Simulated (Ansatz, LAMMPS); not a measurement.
# Charge trapping in amorphous 29Ga2O3-71GeO2 (mol %) (86 atoms), part 3 of 5

Does an extra electron or hole in amorphous 29Ga2O3-71GeO2 (mol %) (86 atoms) stay spread out, or do the atoms trap it?

Ansatz 0.2.0; Kohn-Sham DFT, PBEsol, PAW (set soft_1), plane waves.

The cell: 14 Ga, 17 Ge and 55 O. The quench rate of 100 K/ps is many orders above laboratory rates. The starting topology of bonds comes from the classical model. The Brillouin zone is sampled at Γ only, in a cell whose shortest periodic width is 11 Å.

So far. Step 3 (Relaxation): The relaxation converged after 15 steps, 5.78 eV below its start, with a largest force component of 0.030 eV/Å. Step 5 (An extra electron, atoms held): An extra electron, atoms held: the energy stands 6.21 eV above that of the reference, with a moment of 0.41 μB. An odd electron should give 1 μB; this run ended with the carrier shared between both spins.

### 6. An extra electron, atoms relaxed

The atoms now respond to the charge; the energy gained comes from screening by the atoms, from trapping if the charge localises, and from any strain left in the reference.

File input.yaml:

```yaml
crystal:
  lattice:
    - [10.55103, 0.0, 0.0]
    - [0.0, 10.55103, 0.0]
    - [0.0, 0.0, 10.55103]
  atoms:
    [... the 86 atom lines of step 4 ...]
total_charge: -1
kpoints:
  mp_grid: { grid: [1, 1, 1] }
hamiltonian:
  xc: pbesol
  pseudopotentials: { kind: paw, azcp: { folder: soft_1 }, xc_functional: pbe }
scf:
  occupations: { method: fermi_dirac, width: 0.01 }
  lower_state_search: "off"
output:
  forces: true
magnetization:
  spin_polarized: true
  initial_magnetization: 1
relax:
  f_tol: 0.05
  max_steps: 90
```

Command:

```console
$ ansatz run input.yaml --threads 4 --pin off --max-ram 8192MiB --backend cpu --events-out ev --progress --plain --runs-dir out
```

Numbers of over 12 decimals in the logs are rounded to 6 here.

Log:

```text
[...]
Crystal: 86 atoms, lattice volume = 1174.585 Å³
Basis set: ecut = 420 eV, 22983 PW (Γ), exchange–correlation on 144×144×144 points (8 copies of the dense FFT grid, shifted against one another)
Bands: 462, of which v1, the nominal top of the filled ones, is band 376 counted from 1 (375 counted from 0)
Symmetry: 1 space group operations
[...]
k-points: 1
[...]
Starting moments: Σ|m| = 1 μB on 86 of 86 sites
[...]
SCF iter   1: F=—  HF=-155574.317032 eV  |F-HF|=—  |Δ(HF+E_count)|=         —  Δρ=4.78e-2 (↑4.57e-2 ↓4.78e-2)  dr2=6.91e1  dr2_m=2.11e-2  M=1.000 μB ∫|m|=1.077 μB  β_m=1.00  ethr=3.10e-3  ⟨swp⟩=6.0  Hψ=3698  notcnv=0
[...]
SCF iter   2: F=—  HF=-155561.729714 eV  |F-HF|=—  |Δ(HF+E_count)|=         —  Δρ=3.03e-2 (↑3.03e-2 ↓3.03e-2)  dr2=2.80e1  dr2_m=1.46e-3  M=0.743 μB ∫|m|=0.851 μB  β_m=0.30  ethr=3.10e-3  ⟨swp⟩=3.0  Hψ=1660  notcnv=0  defer=158
[...]
SCF iter   8: F=—  HF=-155552.903939 eV  |F-HF|=—  |Δ(HF+E_count)|=   3.80e-3  Δρ=2.39e-4 (↑2.39e-4 ↓2.10e-4)  dr2=1.67e-3  dr2_m=2.20e-4  M=0.574 μB ∫|m|=0.666 μB  β_m=0.30  ethr=1.02e-6  ⟨swp⟩=2.0  Hψ=1528  notcnv=0  defer=156
[...]
SCF iter  10: F=—  HF=-155552.907416 eV  |F-HF|=—  |Δ(HF+E_count)|=   2.33e-3  Δρ=6.43e-5 (↑6.43e-5 ↓4.70e-5)  dr2=1.35e-4  dr2_m=9.28e-6  M=0.534 μB ∫|m|=0.620 μB  β_m=0.72  ethr=1.23e-7  ⟨swp⟩=2.5  Hψ=1342  notcnv=0  defer=156
[...]
SCF iter  15: F=-155552.907716 eV  HF=-155552.907716 eV  |F-HF|=1.87e-7  |Δ(HF+E_count)|=   2.21e-6  Δρ=1.01e-5 (↑1.01e-5 ↓9.81e-6)  dr2=1.27e-6  dr2_m=7.30e-7  M=0.463 μB ∫|m|=0.536 μB  β_m=0.98  ethr=2.22e-10  ⟨swp⟩=1.0  Hψ=2453  notcnv=0
SCF iter  16: F=-155552.907718 eV  HF=-155552.907719 eV  |F-HF|=4.35e-7  |Δ(HF+E_count)|=   2.56e-6  Δρ=7.66e-6 (↑7.66e-6 ↓7.22e-6)  dr2=9.27e-7  dr2_m=3.51e-7  M=0.449 μB ∫|m|=0.520 μB  ethr=1.69e-10  ⟨swp⟩=1.0  Hψ=2454  notcnv=0
SCF 1 converged in 16 iterations: F = -155552.907718 eV  dr2 = 9.27e-7
[...]
relax step   1: F+E_penalty+E_count = -155552.90771812 eV  Δ(F+E_penalty+E_count) = +0.000e0 eV  max|allowed force component| = 1.286e-1 eV/Å  Δτ_max = 0.0000 Å  (16 SCF iters, dr2 threshold 6.25e-5 eV, accepted)
[...]
relax step   2: F+E_penalty+E_count = -155552.91762099 eV  Δ(F+E_penalty+E_count) = -9.903e-3 eV  max|allowed force component| = 7.080e-2 eV/Å  Δτ_max = 0.0120 Å  (14 SCF iters, accepted)
[...]
relax step   3: F+E_penalty+E_count = -155552.92306708 eV  Δ(F+E_penalty+E_count) = -5.446e-3 eV  max|allowed force component| = 3.242e-2 eV/Å  Δτ_max = 0.0140 Å  (14 SCF iters, accepted)
SCF converged after 14 iterations
Magnetization: 0.4609 μB (375.7304 up, 375.2696 down)
Absolute magnetization: 0.4935 μB (∫|ρ↑−ρ↓|, with the PAW one-centre terms)
[...]
Per-site moments (μB) at R_I (Å): [(0.00100646, 0.747010), (0.00102404, 0.739150), (0.000761772, 0.744590), (0.000702225, 0.742022), (0.00113011, 0.757928), [...]
Free energy (F): -155552.923067 eV
[...]
Internal energy: -155552.911411 eV  (E = F + TS)
E sigma→0 (E₀):  -155552.917239 eV
Entropy (-TS):   -0.011656 eV (-0.136 meV/atom)
Fermi energy:    6.207248 eV
[...]
Σ components = -155552.923067   (vs F -155552.923067, Δ=0.00e0)
--- Forces (eV/Å), atoms counted from 1 ---
  atom   1  Ga    -0.00407594    -0.00489629     0.00228673
  atom   2  Ga     0.01358323     0.02504743     0.03241567
  atom   3  Ga     0.00705588    -0.00227540     0.00749354
  atom   4  Ga    -0.00156709    -0.01027777     0.01337417
[...]
atom  86  O      0.00674903     0.00400382     0.00810867
  max |Σ_I F_I| component: 2.87e-5 eV/Å
--- Relaxed structure (3 steps of the walk, 3 accepted, 0 SCFs on fresh bases) ---
  F+E_penalty+E_count = -155552.92306708 eV   max|allowed force component| = 3.242e-2 eV/Å
  atoms:
    - { symbol: Ga, position: [0.762031, 0.998489, 0.691413] }
    - { symbol: Ga, position: [0.325045, 0.796246, 0.976762] }
    - { symbol: Ga, position: [0.065755, 0.624707, 0.836527] }
    - { symbol: Ga, position: [0.133222, 0.911619, 0.817530] }
[...]
- { symbol: O, position: [0.00898178, 0.304405, 0.00192393] }
```

Run time: 90 s. Hardware: 4 threads of Intel Xeon Platinum 8488C (Sapphire Rapids), shared host; peak memory 2.9 GiB.

The relaxation converged after 3 steps, 0.0153 eV below its start, with a largest force component of 0.032 eV/Å.

An extra electron, atoms relaxed: the energy stands 6.20 eV above that of the reference, with a moment of 0.46 μB. An odd electron should give 1 μB; this run ended with the carrier shared between both spins.

### 7. An extra electron, levels at the relaxed geometry

A single point at the new geometry gives levels and spin density.

input.yaml, the sections that differ from step 6:

```yaml
crystal:
  lattice:
    - [10.55103, 0.0, 0.0]
    - [0.0, 10.55103, 0.0]
    - [0.0, 0.0, 10.55103]
  atoms:
    - { symbol: Ga, position: [0.76203, 0.99849, 0.69141] }
    - { symbol: Ga, position: [0.32505, 0.79625, 0.97676] }
    - { symbol: Ga, position: [0.06576, 0.62471, 0.83653] }
    - { symbol: Ga, position: [0.13322, 0.91162, 0.81753] }
    - { symbol: Ga, position: [0.05355, 0.97538, 0.07026] }
    - { symbol: Ga, position: [0.73782, 0.82846, 0.18591] }
    [... 74 atom lines left out ...]
    - { symbol: O, position: [0.06749, 0.19104, 0.75788] }
    - { symbol: O, position: [0.09609, 0.52776, 0.1705] }
    - { symbol: O, position: [0.16733, 0.08864, 0.16361] }
    - { symbol: O, position: [0.23583, 0.95124, 0.96718] }
    - { symbol: O, position: [0.89858, 0.298, 0.51405] }
    - { symbol: O, position: [0.00898, 0.30441, 0.00192] }
output:
  forces: true
  stress: true
  populations: true
  dos:
    method: { smearing: { sigma: 0.08 } }
    de: 0.1
    projected: { site_lists: { Ga: [Ga], Ge: [Ge], O: [O] } }
  eigenvalues: true
  write_density: true
  write_potential: true
  volumetric_format: npy
# total_charge, kpoints, hamiltonian, scf, magnetization: as in step 6
# relax: removed
```

Log:

```text
[...]
Crystal: 86 atoms, lattice volume = 1174.585 Å³
Basis set: ecut = 420 eV, 22983 PW (Γ), exchange–correlation on 144×144×144 points (8 copies of the dense FFT grid, shifted against one another)
Bands: 462, of which v1, the nominal top of the filled ones, is band 376 counted from 1 (375 counted from 0)
Symmetry: 1 space group operations
[...]
k-points: 1
[...]
Starting moments: Σ|m| = 1 μB on 86 of 86 sites
[...]
SCF iter   1: F=—  HF=-155574.273813 eV  |F-HF|=—  |Δ(HF+E_count)|=         —  Δρ=4.77e-2 (↑4.57e-2 ↓4.77e-2)  dr2=6.88e1  dr2_m=2.13e-2  M=1.000 μB ∫|m|=1.077 μB  β_m=1.00  ethr=3.10e-3  ⟨swp⟩=6.0  Hψ=3688  notcnv=0
[...]
SCF iter  19: F=-155552.923064 eV  HF=-155552.923064 eV  |F-HF|=6.02e-9  |Δ(HF+E_count)|=   6.18e-8  Δρ=6.80e-7 (↑6.80e-7 ↓6.56e-7)  dr2=1.72e-8  dr2_m=6.84e-10  M=0.462 μB ∫|m|=0.534 μB  ethr=3.68e-12  ⟨swp⟩=5.0  Hψ=5135  notcnv=0
SCF 1 converged in 19 iterations: F = -155552.923064 eV  dr2 = 1.72e-8
[...]
SCF converged after 19 iterations
Magnetization: 0.4621 μB (375.7311 up, 375.2689 down)
Absolute magnetization: 0.4948 μB (∫|ρ↑−ρ↓|, with the PAW one-centre terms)
[...]
Per-site moments (μB) at R_I (Å): [(0.0010092, 0.747005), (0.00102701, 0.739161), (0.000763999, 0.744619), (0.000704111, 0.742020), (0.00113314, 0.757924), [...]
Free energy (F): -155552.923064 eV
[...]
Internal energy: -155552.911420 eV  (E = F + TS)
E sigma→0 (E₀):  -155552.917242 eV
Entropy (-TS):   -0.011644 eV (-0.135 meV/atom)
Fermi energy:    6.207275 eV
[...]
--- Forces (eV/Å), atoms counted from 1 ---
  atom   1  Ga    -0.00399005    -0.00549292     0.00232341
  atom   2  Ga     0.01274967     0.02449538     0.03273412
  atom   3  Ga     0.00620007    -0.00408481     0.00632393
  atom   4  Ga    -0.00145853    -0.01031185     0.01321239
  atom   5  Ga     0.00701029    -0.00391743    -0.01423491
  atom   6  Ga    -0.00273330    -0.01176351    -0.00129506
  atom   7  Ga     0.01253055     0.01388397     0.01874292
  atom   8  Ga     0.01812662     0.00868844    -0.01113483
  atom   9  Ga    -0.00131385    -0.00554284    -0.00675836
  atom  10  Ga    -0.00108775     0.00859397     0.00350835
  atom  11  Ga     0.00909868     0.00365375     0.00131821
  atom  12  Ga    -0.00918759     0.01871763    -0.01125860
  atom  13  Ga    -0.01279364     0.00279982     0.03096617
  atom  14  Ga     0.01368313    -0.00985803    -0.00273108
[...]
atom  85  O      0.01513293    -0.00086765    -0.01071075
  atom  86  O      0.00764042     0.00442366     0.01024028
  max |Σ_I F_I| component: 2.04e-5 eV/Å
--- Stress (GPa, compression-positive) ---
       -3.889039       0.164304      -1.319974
        0.164304      -4.067661      -0.786820
       -1.319974      -0.786820      -4.975995
  P = ⅓ Tr σ = -4.3109 GPa (-43.109 kbar)
--- Band table (eV) ---
[...]
--- Löwdin populations: 86 sites ---
  site symbol       q [e]    m [muB]
     0     Ga     11.9217     0.0082
     1     Ga     11.9473     0.0081
     2     Ga     11.9472     0.0065
[...]
85      O      6.6664     0.0032
  spilling = 0.004847 (of n_electrons = 751.000000)
```

Elapsed: 43 s, on 4 threads; peak memory 3 GiB; 2.8 min of CPU time.

An extra electron, levels at the relaxed geometry: the energy stands 6.20 eV above that of the reference, with a moment of 0.46 μB. An odd electron should give 1 μB; this run ended with the carrier shared between both spins.

The levels nearest the highest filled one (over half full), pooled over k-points and spins:

| level less the highest filled one (eV) | occupation |
| --- | --- |
| -1.60 | 1 |
| -1.48 | 1 |
| -1.48 | 1 |
| 0 | 0.731 |
| 0.02 | 0.269 |
| 1.73 | 0 |
| 1.75 | 0 |
| 1.96 | 0 |

Spin density in the ac plane at fractional y = 0.001, with atoms of Ga and Ge and O within 0.2 Å of it.

Values in units of 1e-3 e/Å³, 13 rows by 16 columns, each cell a mean:
```
 0.1  0.0  0.1 -0.2 -0.1  0.0  0.0  0.0  0.1  0.2  0.1  0.2  0.2  0.1  0.1  0.0
 0.1  0.0  0.2  0.2  0.1  0.1  0.1  0.4  0.7  0.2  0.0  0.1  0.2  0.3  0.3  0.0
 0.1  0.2  0.2  0.2  0.2  0.2  0.6 -0.2 -0.3  0.3  2.8  0.1  0.7  0.8  0.4  0.2
 0.1  0.0  1.3  0.4  0.0  0.0  0.2  0.3  0.2  0.0  0.1  0.2 -0.8  1.2  0.4  0.1
 0.0  0.1  3.5  0.8  0.1  0.1  0.7  1.2  0.0  0.1  0.2  0.3 -0.1  0.4  0.8  1.5
 0.1  0.3  0.1  0.1  0.6  1.1  0.2  0.3  0.2  0.2  0.3  0.3  0.3  0.1  1.4  1.6
 0.0  0.0  0.0  0.1  0.2  0.9 -0.2  0.4  0.1  0.1  0.3  0.3  0.3  0.7  0.9  0.4
 0.1  0.1  0.0  0.9  4.0  0.1  0.5  0.2  2.0  0.0  0.1  0.2  0.2  0.7  1.4  0.7
 0.3  0.5  0.7  0.2  0.6  0.1  0.3  0.3  0.9  0.2  0.1  0.1  0.1  0.2  0.6  0.7
 0.5  0.6  0.5  0.3  0.1  0.1  0.3  0.3 -0.3  0.5  0.2  0.0  0.1  0.1  0.1  0.3
 0.7  0.5  0.0  0.0  0.0  0.0  0.1  0.3  0.7  0.4  6.1  1.2  0.1  0.2  0.0  0.1
 0.6  0.6  0.4  0.1  0.1  0.0  0.0  0.1  0.2  0.0  0.0  0.1  0.2  1.0  2.6  0.1
 0.2  0.3  0.5  0.0  0.0  0.1  0.0  0.0  0.1  0.1  0.1  0.3  0.3  0.1  0.0  0.1
```
Columns run along a (10.6 Å), rows up along c (10.6 Å). Atoms in or near the plane, at fractional coordinates: Ga at (0.76, 0.69), Ge at (0.49, 0.81), Ge at (0.50, 0.24), O at (0.93, 0.63), O at (0.65, 0.16), O at (0.54, 0.40), O at (0.89, 0.14), O at (0.28, 0.39).

### 8. Neutral at the geometry of the electron

The neutral cell at the new geometry gives the energy of that geometry without the charge.

input.yaml, the sections that differ from step 7:

```yaml
crystal:
  lattice:
    - [10.55103, 0.0, 0.0]
    - [0.0, 10.55103, 0.0]
    - [0.0, 0.0, 10.55103]
  atoms:
    [... the 86 atom lines of step 7 ...]
scf:
  occupations: { method: fixed }
output:
  forces: true
  stress: true
  populations: true
  dos:
    method: { smearing: { sigma: 0.08 } }
    de: 0.1
    projected: { site_lists: { Ga: [Ga], Ge: [Ge], O: [O] } }
  eigenvalues: true
# kpoints, hamiltonian: as in step 7
# total_charge: removed
# magnetization: removed
```

Log:

```text
[...]
Crystal: 86 atoms, lattice volume = 1174.585 Å³
Basis set: ecut = 420 eV, 22983 PW (Γ), exchange–correlation on 144×144×144 points (8 copies of the dense FFT grid, shifted against one another)
Bands: 461, of which v1, the nominal top of the filled ones, is band 375 counted from 1 (374 counted from 0)
Symmetry: 1 space group operations
[...]
k-points: 1
[...]
SCF iter   1: F=—  HF=-155583.066349 eV  |F-HF|=—  |Δ(HF+E_count)|=         —  Δρ=9.77e-2  dr2=7.29e1  ethr=3.10e-3  ⟨swp⟩=4.0  Hψ=1557  notcnv=0  defer=84
[...]
SCF iter  13: F=—  HF=-155559.106966 eV  |F-HF|=—  |Δ(HF+E_count)|=   1.31e-6  Δρ=4.44e-6  dr2=2.12e-7  ethr=9.85e-11  ⟨swp⟩=2.0  Hψ=694  notcnv=0  defer=80
SCF iter  14: F=-155559.106966 eV  HF=-155559.106966 eV  |F-HF|=3.56e-8  |Δ(HF+E_count)|=   8.62e-8  Δρ=1.64e-6  dr2=3.19e-8  ethr=1.33e-11  ⟨swp⟩=13.0  Hψ=2482  notcnv=0
SCF 1 converged in 14 iterations: F = -155559.106966 eV  dr2 = 3.19e-8
[...]
SCF converged after 14 iterations
Free energy (F): -155559.106966 eV
[...]
Internal energy: -155559.106966 eV  (E = F + TS)
E sigma→0 (E₀):  -155559.106966 eV
Fermi energy:    4.750594 eV
[...]
Σ components = -155559.106966   (vs F -155559.106966, Δ=0.00e0)
--- Forces (eV/Å), atoms counted from 1 ---
  atom   1  Ga    -0.07732913     0.05666095     0.00526698
  atom   2  Ga    -0.00769131     0.01047312     0.03810057
  atom   3  Ga     0.02833625    -0.04415816     0.06226473
  atom   4  Ga    -0.00193516     0.00930606     0.05389190
[...]
atom  86  O      0.06185804     0.02606313     0.06278672
  max |Σ_I F_I| component: 4.05e-5 eV/Å
--- Stress (GPa, compression-positive) ---
       -4.633639       0.199865      -1.416504
        0.199865      -4.862801      -0.887331
       -1.416504      -0.887331      -5.756364
  P = ⅓ Tr σ = -5.0843 GPa (-50.843 kbar)
--- Band table (eV) ---
[...]
--- Löwdin populations: 86 sites ---
  site symbol       q [e]
     0     Ga     11.9000
     1     Ga     11.9261
     2     Ga     11.9290
[...]
85      O      6.6604
  spilling = 0.004828 (of n_electrons = 750.000000)
```

It took 19 s on 4 threads; peak memory 1.8 GiB; 70 s of CPU time.

Neutral at the geometry of the electron: the energy stands 0.0146 eV above that of the reference.

[end of part 3 of 5]

[Logs are printed without paths, hosts, clocks, repeated set-up lines and the standing remarks that a program may print on its own settings, such as how far it seeks lower states.]

[Hosts, paths, dates, database ids (printed as entryN), source tags and the programs' standing remarks are cut or masked in the printed files.]
